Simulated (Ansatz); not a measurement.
## CdS (Greenockite): given cell or relaxed cell?

Aim: gaps of CdS (Greenockite) at the database cell and after a full relaxation.

Main program and level: Ansatz 0.2.0; PBE, HSE06 and G0W0, plane waves, PAW.

This is a report of a sequence of runs, with the program logs left out and the cost of each run kept.

The database entry behind the starting cell differs from other determinations, so it need not match the best structure at room temperature.

## 1. Starting point

The structure is hexagonal, space group P6_3mc (No. 186). The conventional cell has a = 4.137 Å, b = 4.137 Å, c = 6.714 Å, α = 90.00°, β = 90.00°, γ = 120.00°. Cd has 4 S at 2.52 to 2.53 Å nearest. Nearest to S lie 4 Cd at 2.52 to 2.53 Å. Farther neighbours, and contacts between anions beyond the nearest, are not listed.

The cell and positions come from the Crystallography Open Database and are kept as given unless a step says otherwise. The runs that relaxed it are not among those shown. The default PAW set here is soft_2. Its files were made with PBE.

## 2. PBE bands at the given cell

The cheap functional maps the bands first; the places of the edges decide which points the dearer methods must see.

This step: DFT, PBE, plane waves, PAW.

File input.yaml:

```yaml
crystal:
  lattice:
    - [4.137, 0.0, 0.0]
    - [-2.0685, 3.5827470955, 0.0]
    - [0.0, 0.0, 6.7144]
  atoms:
    - { symbol: Cd, position: [0.6666666667, 0.3333333333, 0.0] }
    - { symbol: Cd, position: [0.3333333333, 0.6666666667, 0.5] }
    - { symbol: S, position: [0.6666666667, 0.3333333333, 0.375] }
    - { symbol: S, position: [0.3333333333, 0.6666666667, 0.875] }
kpoints:
  mp_grid: { grid: [6, 6, 4] }
  band_path:
    path:
      - [[0.0, 0.0, 0.0], [0.5, 0.0, 0.0], [0.33333333, 0.33333333, 0.0], [0.0, 0.0, 0.0], [0.0, 0.0, 0.5], [0.5, 0.0, 0.5], [0.33333333, 0.33333333, 0.5], [0.0, 0.0, 0.5]]
      - [[0.5, 0.0, 0.5], [0.5, 0.0, 0.0]]
      - [[0.33333333, 0.33333333, 0.5], [0.33333333, 0.33333333, 0.0]]
    npoints: 10
hamiltonian:
  xc: pbe
scf:
  occupations: { method: fermi_dirac, width: 0.02 }
  n_extra_bands: 5
output:
  eigenvalues: true
  write_density: true
  write_potential: true
  elf: true
  volumetric_format: npy
```

Started as:

```console
$ ansatz run input.yaml --threads 3 --pin off --max-ram 92160MiB --backend cuda --events-out ev --progress --plain --runs-dir out --devices 1 --max-vram 13GiB
```

Wall time 9.8 s (1 × NVIDIA H100 80GB HBM3 (shared by 6 runs) with 3 threads of AMD EPYC 7R13 (Zen 3), shared host); peak memory 0.92 GiB; 10 s of CPU time.

Read from the output:

```
filled bands         : 26
gap                  : 1.218 eV
valence top at       : Γ
conduction bottom at : Γ
least direct gap     : 1.218 eV
```

The gap is direct, at Γ.

## 3. The relaxed cell

Cell and ions were relaxed with PBE; that run is not shown. It left this cell:

The structure is hexagonal, space group P6_3mc (No. 186). The conventional cell has a = 4.197 Å, b = 4.197 Å, c = 6.828 Å, α = 90.00°, β = 90.00°, γ = 120.00°. Cd has 4 S at 2.57 Å nearest. Nearest to S lie 4 Cd at 2.57 Å. Farther neighbours, and contacts between anions beyond the nearest, are not listed.

## 4. PBE at the relaxed cell

The cell differs from the one that the last finished run ended in (a 4.137 → 4.197 Å, b 4.137 → 4.197 Å, c 6.714 → 6.828 Å).

input.yaml, the sections that differ from step 2:

```yaml
crystal:
  lattice:
    - [4.1970655581, 0.0, 0.0]
    - [-2.098532779, 3.6347653946, 0.0]
    - [0.0, 0.0, 6.8277092991]
  atoms:
    - { symbol: Cd, position: [0.6666666667, 0.3333333333, -0.0008116136] }
    - { symbol: Cd, position: [0.3333333333, 0.6666666667, 0.4991883864] }
    - { symbol: S, position: [0.6666666667, 0.3333333333, 0.3758116136] }
    - { symbol: S, position: [0.3333333333, 0.6666666667, 0.8758116136] }
output:
  eigenvalues: true
# kpoints, hamiltonian, scf: as in step 2
```

Run time: 15 s. Hardware: 1 × NVIDIA H100 80GB HBM3 (shared by 6 runs) with 3 threads; peak memory 0.91 GiB.

Read from the output:

```yaml
gap: 1.112 eV
valence_top_at: Γ
conduction_bottom_at: Γ
least_direct_gap: 1.112 eV
```

The gap is direct, at Γ.

## 5. HSE06 at the relaxed cell

The screened hybrid is the usual rung above semilocal functionals: a quarter of exact exchange, cut off beyond a few ångström.

This step: DFT, HSE06, plane waves, PAW.

input.yaml, the sections that differ from step 4:

```yaml
kpoints:
  mp_grid: { grid: [6, 6, 2] }
  band_path:
    path:
      - [0.0, 0.0, 0.0]
      - [0.5, 0.0, 0.0]
      - [0.33333333, 0.33333333, 0.0]
      - [0.0, 0.0, 0.5]
      - [0.5, 0.0, 0.5]
      - [0.33333333, 0.33333333, 0.5]
    npoints: 1
hamiltonian:
  xc: hse06
scf:
  occupations: { method: fixed }
  n_extra_bands: 5
# crystal, output: as in step 4
```

Run time: 34 s. Hardware: 1 × NVIDIA H100 80GB HBM3 (shared by 6 runs) with 3 threads; peak memory 1.3 GiB; 29 s of CPU time.

This step gave:

```yaml
gap: 2.123 eV
valence_top_at: Γ
conduction_bottom_at: Γ
least_direct_gap: 2.123 eV
```

The gap stands +1.01 eV against PBE.

## 6. G0W0 at the relaxed cell

Now the one-shot GW correction: screening in the RPA, then the self-energy of the levels asked for.

This step: G0W0 on PBE, plane waves, PAW.

File input.yaml:

```yaml
crystal:
  lattice:
    - [4.1970655581, 0.0, 0.0]
    - [-2.098532779, 3.6347653946, 0.0]
    - [0.0, 0.0, 6.8277092991]
  atoms:
    - { symbol: Cd, position: [0.6666666667, 0.3333333333, -0.0008116136] }
    - { symbol: Cd, position: [0.3333333333, 0.6666666667, 0.4991883864] }
    - { symbol: S, position: [0.6666666667, 0.3333333333, 0.3758116136] }
    - { symbol: S, position: [0.3333333333, 0.6666666667, 0.8758116136] }
kpoints:
  mp_grid: { grid: [6, 6, 2] }
hamiltonian:
  xc: pbe
scf:
  occupations: { method: fixed }
gw:
  n_empty_bands: 310
  ecut_chi: 120
  qp_bands: [v2, c2]
  qp_kpoints: band_edges
  screening: { model: contour_deformation }
```

It took 23 s on 1 × NVIDIA H100 80GB HBM3 (shared by 6 runs) with 3 threads; peak memory 1.4 GiB.

Numbers from this step:

| Property | Result |
| --- | --- |
| bands summed | 336 |
| RPA ε∞ on this mesh (eigenvalues) | 7.383, 7.383, 7.574 |
| plane waves in the screening matrix | 313 |
| G0W0 gap on the mesh | 1.838 eV |
| k of the valence top | 0, 0, 0 |
| k of the conduction bottom | 0, 0, 0 |
| starting gap on the mesh | 1.112 eV |
| least direct G0W0 gap on the computed points | 1.838 eV |

The gap on the mesh goes from 1.11 eV to 1.84 eV, a correction of +0.73 eV. Between the two edge states, bare exchange in place of the xc potential would open the gap by 6.39 eV, and correlation takes back 5.67 eV.

## 7. G0W0 at the given cell

File input.yaml:

```yaml
crystal:
  lattice:
    - [4.137, 0.0, 0.0]
    - [-2.0685, 3.5827470955, 0.0]
    - [0.0, 0.0, 6.7144]
  atoms:
    - { symbol: Cd, position: [0.6666666667, 0.3333333333, 0.0] }
    - { symbol: Cd, position: [0.3333333333, 0.6666666667, 0.5] }
    - { symbol: S, position: [0.6666666667, 0.3333333333, 0.375] }
    - { symbol: S, position: [0.3333333333, 0.6666666667, 0.875] }
kpoints:
  mp_grid: { grid: [6, 6, 2] }
hamiltonian:
  xc: pbe
scf:
  occupations: { method: fixed }
gw:
  n_empty_bands: 297
  ecut_chi: 120
  qp_bands: [v2, c2]
  qp_kpoints: band_edges
  screening: { model: contour_deformation }
```

Wall time 23 s (1 × NVIDIA H100 80GB HBM3 (shared by 6 runs) with 3 threads); peak memory 1.4 GiB; 20 s of CPU time.

This step gave:

```
bands summed                                 : 323
RPA ε∞ on this mesh (eigenvalues)            : 6.981, 6.981, 7.139
plane waves in the screening matrix          : 311
G0W0 gap on the mesh                         : 1.981 eV
k of the valence top                         : 0, 0, 0
k of the conduction bottom                   : 0, 0, 0
starting gap on the mesh                     : 1.219 eV
least direct G0W0 gap on the computed points : 1.981 eV
```

The gap on the mesh goes from 1.22 eV to 1.98 eV, a correction of +0.76 eV. Between the two edge states, bare exchange in place of the xc potential would open the gap by 6.50 eV, and correlation takes back 5.74 eV.

## 8. Together

G0W0 rows are gaps on the mesh, lowered where the mesh misses an edge of the band path.

| level | given cell (eV) | relaxed cell (eV) | change (eV) |
| --- | --- | --- | --- |
| PBE | 1.22 | 1.11 | −0.11 |
| HSE06 | - | 2.12 | - |
| G0W0@PBE | 1.98 | 1.84 | −0.14 |

## 9. What came out

```json
{"volume change": "+4.7 %", "PBE, given cell": "1.22 eV", "PBE, relaxed cell": "1.11 eV", "HSE06, relaxed cell": "2.12 eV", "G0W0@PBE, relaxed cell": "1.84 eV", "G0W0@PBE, given cell": "1.98 eV", "known limits": "short of the basis limit; no spin-orbit coupling; coarse k mesh"}
```

What this shows: Relaxation changes the volume by +4.7 % and the gap by −0.11 eV (PBE) and −0.14 eV (G0W0@PBE). Bands and cutoff are finite, so the gap stands short of the basis limit, usually by up to a few tenths of an eV; the mesh is an error of its own. The 6×6×2 mesh is coarse for this cell (its supercell is 13 Å along the shortest edge). The RPA ε∞ on it, from the PBE start, is 6.98 and 7.14; such meshes misread the long-range screening, most where the gap is narrow. The many-body steps are scalar-relativistic: spin-orbit coupling is not in them.

[Long decimals in the printed logs are rounded to 6 places.]

[Logs are printed without paths, hosts, clocks, repeated set-up lines and the standing remarks that a program may print on its own settings, such as how far it seeks lower states.]

[Paths, hosts, dates, memory and timing lines, banners, echoed tables and standing remarks are left out of the program output; an Ansatz launch command may be rebuilt from the run's recorded settings. Measured values are a selection of at most five: reports struck by readers or far from the other reports are left out. None is set beside runs whose start may be inverted or whose files or cutoffs have a known fault.]

[Runs of the session that timed out or met a known fault of the program may be left out.]

[Cells called generated may have been cut or substituted from an entry of the Crystallography Open Database or the Materials Project.]

[Hosts, paths, dates, database ids (printed as entryN), source tags and the programs' standing remarks are cut or masked in the printed files.]

[Where the starting crystal was built by hand or by swapping elements, it need not be the compound's stable phase.]
